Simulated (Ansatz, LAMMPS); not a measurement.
# Amorphous Si at 2.22 g/cm^3 (80 atoms): relaxation and levels of theory

Which bonds does the relaxation leave, and how do the Kohn-Sham gap, forces and pressure change with functional?

Calculated with Ansatz 0.2.0: Kohn-Sham DFT, PBE, PAW (set soft_2), plane waves; cutoff 420 eV, Γ point, fermi-dirac smearing of 0.025 eV.

In doubt: the hybrid run may have settled on a false gap or state (Ansatz), so the values of those runs are not to be relied on; a hybrid run on one k-point (Ansatz), which bears on gaps.

**The cell**

Density at the start: 2.22 g/cm³. The cell holds 80 atoms: 80 Si. Its edges and angles: a = 11.887 Å, b = 11.887 Å, c = 11.887 Å, α = 90.0°, β = 90.0°, γ = 90.0°. 80 atoms (80 Si) placed at random at 2.22 g/cm³, melted at 2500 K for 10 ps at fixed volume with the modified Tersoff potential (Kumagai, Izumi, Hara and Sakai, Comput. Mater. Sci. 39, 457 (2007)). Quenched from 2500 K to 300 K at 10 K/ps and fixed volume, annealed at 800 K for 20 ps, held 5 ps, then minimised at fixed cell.

The atoms were relaxed with PBE. The walk converged after 20 steps, with a largest force component of 0.0111 eV/Å; it began at an r.m.s. force component of 0.22 eV/Å. The energy fell by 18.3 meV an atom.

The input of the reference single point:

```yaml
crystal:
  lattice:
    - [11.8874, 0.0, 0.0]
    - [0.0, 11.8874, 0.0]
    - [0.0, 0.0, 11.8874]
  atoms:
    - { symbol: Si, position: [0.24669, 0.0388, 0.33296] }
    - { symbol: Si, position: [0.19468, 0.56184, 0.74194] }
    - { symbol: Si, position: [0.43149, 0.17999, 0.72946] }
    - { symbol: Si, position: [0.05888, 0.81769, 0.11919] }
    [... 74 atom lines left out ...]
    - { symbol: Si, position: [0.39955, 0.53716, 0.71826] }
    - { symbol: Si, position: [0.82244, 0.08623, 0.00155] }
kpoints:
  mp_grid: { grid: [1, 1, 1] }
hamiltonian:
  xc: pbe
scf:
  occupations: { method: fermi_dirac, width: 0.025 }
output:
  forces: true
  stress: true
  populations: true
  dos:
    method: { smearing: { sigma: 0.08 } }
    de: 0.05
    projected: { site_lists: { Si: [Si] } }
  eigenvalues: true
  write_density: true
  write_potential: true
  volumetric_format: npy
```

**Bonds after relaxation**

Bonds by pair of elements; cutoffs follow the first minimum of g(r), held within bounds set by covalent radii, and pairs that aren't listed don't count as bonded:

```
pair A-B  cutoff (Å)  bonds  mean length (Å)  spread (Å)  shortest (Å)  B about A  A about B
   Si-Si        2.88    161             2.39       0.068          2.29       4.03       4.03
```

How many atoms have how many bonded neighbours:

```
element  mean  3   4  5
     Si  4.03  1  76  3
```

**Beside experiment**

**What experiment says.** Si-Si coordination number quoted from the high-resolution X-ray diffraction study of Laaziri et al (as quoted in “Relationship between diffraction peak, network topology, and amorphous-forming ability in silicon and silica”, 2021, PMC8590056): number of Si about Si 3.9.

Calculation beside experiment:

```
             quantity  measured  this cell  difference  method of the measurement
number of Si about Si       3.9       4.03      +3.2 %          X-ray diffraction
```

The cell differs from the measured neighbour counts by up to 3.2 %. The network comes from the model that made the cell; in DFT 4 of its 165 bonded pairs passed out of the cutoffs and 0 came within them. Our coordination numbers hang on a cutoff, and experiments count neighbours in their own ways.

**Levels of theory**

Single points at the relaxed geometry:

| functional | k-mesh | Kohn-Sham gap (eV) | pressure (GPa) | r.m.s. force component (eV/Å) | SCF cycles | time |
| --- | --- | --- | --- | --- | --- | --- |
| PBE | 1×1×1 | 0.281 | -0.28 | 0.003 | 8 | 37 s |
| r2SCAN | 1×1×1 | 0.296 | -1.40 | 0.055 | 10 | 86 s |
| PBEsol | 1×1×1 | 0.284 | -2.03 | 0.014 | 8 | 25 s |

The gap is that between the highest filled and lowest empty Kohn-Sham level on the run's k-points. Cutoffs: 420 eV for PBE and PBEsol; 500 eV for r2SCAN. Times come from shared hosts and are rough.

**Findings**

By these cutoffs 95 % of Si atoms have 4 neighbours. The Kohn-Sham gap is 0.28 eV with PBE on the 1×1×1 mesh. On the reference's mesh the gap changes with r2SCAN by +0.01 eV and PBEsol by under 0.01 eV. Against the reference the pressure changes with r2SCAN by -1.1 GPa and PBEsol by -1.8 GPa; a negative change means a smaller volume than PBE would take.

Limits: 1 converged run is left out of the tables as doubtful: HSE06 on 1×1×1 (the hybrid may have settled on a false gap or state). All single points share the geometry relaxed with PBE. The density was set when the cell was made, as one point of a scan, and needn't be that of the real material. One sample; tail or defect levels can set the gap of a disordered cell. The quench rate of 10 K/ps is many orders above laboratory rates, so the cell is likely richer in defects and strain than a real sample. The network of bonds at the start is that of the classical potential that made the cell, and needn't be the one that DFT or experiment would give.

[Logs are printed without paths, hosts, clocks, repeated set-up lines and the standing remarks that a program may print on its own settings, such as how far it seeks lower states.]

[Hosts, paths, dates, database ids (printed as entryN), source tags and the programs' standing remarks are cut or masked in the printed files.]
